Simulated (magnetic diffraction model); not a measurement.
# Zn3Fe5SO7: what an assumed order does to the neutron pattern

Space group P3m1 (no. 156), a = 3.2110 Å, c = 21.2890 Å.

| site | atom | x | y | z |
| --- | --- | --- | --- | --- |
| 1a | Zn | 0 | 0 | 0.3745 |
| 1c | Zn | 2/3 | 1/3 | 0.8751 |
| 1a | Zn | 0 | 0 | 0.9982 |
| 1c | Fe | 2/3 | 1/3 | 0.2516 |
| 1b | Fe | 1/3 | 2/3 | 0.4985 |
| 1a | Fe | 0 | 0 | 0.7527 |
| 1c | Fe | 2/3 | 1/3 | 0.6256 |
| 1b | Fe | 1/3 | 2/3 | 0.1253 |
| 1a | S | 0 | 0 | 0.0964 |
| 1a | O | 0 | 0 | 0.4689 |
| 1b | O | 1/3 | 2/3 | 0.5919 |
| 1c | O | 2/3 | 1/3 | 0.9691 |
| 1a | O | 0 | 0 | 0.8412 |
| 1b | O | 1/3 | 2/3 | 0.2194 |
| 1c | O | 2/3 | 1/3 | 0.7196 |
| 1c | O | 2/3 | 1/3 | 0.3425 |

The compound is invented for this exercise: a known structure type with other elements, its cell scaled to their sizes and not relaxed.

Only Fe is taken to order (form factors of Fe2+); orders and moment sizes are assumed, and not adapted to the symmetry. Radiation: neutrons of λ = 4.2 Å, 3° to 80°; isotropic B of 0.51 Å² (Zn), 0.47 Å² (Fe), 0.52 Å² (S) and 0.58 Å² (O). The intensities are simulated: I ∝ L Σ (|F_N|² + |F_M⊥|²) for unpolarised neutrons, with F_M = 2.695 fm/μB × Σ f(s) S exp(2πi Q·r) exp(−B s²) at Q = H ± k (one set where k and −k are equivalent), only the part normal to Q counting and L = 1/(sin²θ cos θ). For a modulated order the moment at position r is S exp(−2πi k·r) + c.c., with S = m/2 for a sine wave of amplitude m and S = m(u + iv)/2 for moments turning in a plane, u and v being orthogonal unit vectors in it; the phase factor of the sum at Q = H + k is then exp(2πi H·r). Form factors are spin-only for 3d ions and dipole or tabulated for f ions, scattering lengths are Sears's of 1992, and absorption is left out. A label names one of the reflections at its angle. The strongest nuclear line in the range is 100, and lines under 0.2 are left out.

Assume the order k = (1/3 1/3 0), moments turning in the plane of [001] and [100], 3.01 μB on Fe; signs + at (2/3, 1/3, 0.2516), − at (1/3, 2/3, 0.4985), + at (0, 0, 0.7527), + at (2/3, 1/3, 0.6256), + at (1/3, 2/3, 0.1253).

Q: Where does magnetic intensity appear, and how strong is it?

```csv
2θ (°),index,nuclear,magnetic
11.32,(0 0 1),100.0,0.0
22.76,(0 0 2),27.1,0.0
34.43,(0 0 3),5.9,0.0
46.48,(0 0 4),7.1,0.0
51.70,(1/3 1/3 0),0.0,43.3
53.10,(1/3 1/3 1),0.0,70.7
57.18,(1/3 1/3 2),0.0,69.8
63.60,(1/3 1/3 3),0.0,45.0
72.03,(1/3 1/3 4),0.0,33.8
72.58,(0 0 6),7.6,0.0
```

The strongest magnetic line in the range is (1/3 1/3 1) at 53.10° (70.7). On top of the Lorentz factor, which all lines share, magnetic lines fade with angle because f falls: for Fe2+ it is 0.90, 0.68, 0.45 and 0.15 at sin θ/λ = 0.1, 0.2, 0.3 and 0.5 Å⁻¹, while nuclear lengths stay constant. The order has no net moment.

[Logs are printed without paths, hosts, clocks, repeated set-up lines and the standing remarks that a program may print on its own settings, such as how far it seeks lower states.]
